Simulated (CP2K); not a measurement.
Consider methylthioallene at its PBE geometry (Å).

```xyz
11

C     1.8332    0.9377   -0.0264
C     1.1099   -0.0577    0.4289
C     0.3886   -1.0544    0.8904
S    -1.3023   -1.4046    0.5403
C    -1.7156   -0.0449   -0.5722
H     1.8938    1.8923    0.5042
H     2.4154    0.8499   -0.9479
H     0.8277   -1.7856    1.5746
H    -2.7689   -0.1787   -0.8459
H    -1.5875    0.9222   -0.0700
H    -1.0943   -0.0762   -1.4759
```

Method: CP2K XAS_TDP, all-electron GAPW, PBEh(45%), aug-cc-pVDZ, TDA, no relativity.

Predict the bright core excitations at the C K edge.

Leading lines: C1 281.41 eV, C2 281.39 eV, C3 282.51 eV and C5 283.85 eV. The leading line of an atom is its first one with 35 % of the strongest within 2.5 eV of its lowest line over the strength cut. 

The first six lines of each atom with a strength over 0.0015:

```tsv
atom	energy (eV)	states	strength, one atom
C1 (bonded to C and 2 H)	281.41	1	0.0472
	283.81	1	0.0056
	284.33	1	0.0035
	285.39	1	0.0022
	285.40	1	0.0094
	285.53	1	0.0029
C2 (bonded to 2 C)	281.39	1	0.0525
	281.94	1	0.0529
	286.69	1	0.0017
	286.88	1	0.0020
	288.20	1	0.0018
	288.75	1	0.0050
C3 (bonded to C, S and H)	282.51	1	0.0508
	283.62	1	0.0141
	285.10	1	0.0073
	285.50	1	0.0023
	286.28	1	0.0042
	286.43	1	0.0016
C5 (bonded to S and 3 H)	283.85	1	0.0362
	284.54	1	0.0086
	284.88	1	0.0079
	285.35	1	0.0163
	285.39	1	0.0191
	285.57	1	0.0062
```

Lines are vertical, at one geometry, with no vibrational structure. Without a correction of the core level, line positions, and the gaps between valence and Rydberg lines, follow the share of exact exchange. At this level such K lines come out 3 to 6 eV under measured ones. These values hold no scalar relativity, about 0.1 eV for C 1s. Rydberg lines, and the discretised continuum above threshold, depend on the basis and the box.

[Banner, clock and machine lines of the logs are left out without a mark of their own.]

[Logs are printed without paths, hosts, clocks, repeated set-up lines and the standing remarks that a program may print on its own settings, such as how far it seeks lower states.]

[Hosts, paths, dates, database ids (printed as entryN), source tags and the programs' standing remarks are cut or masked in the printed files.]
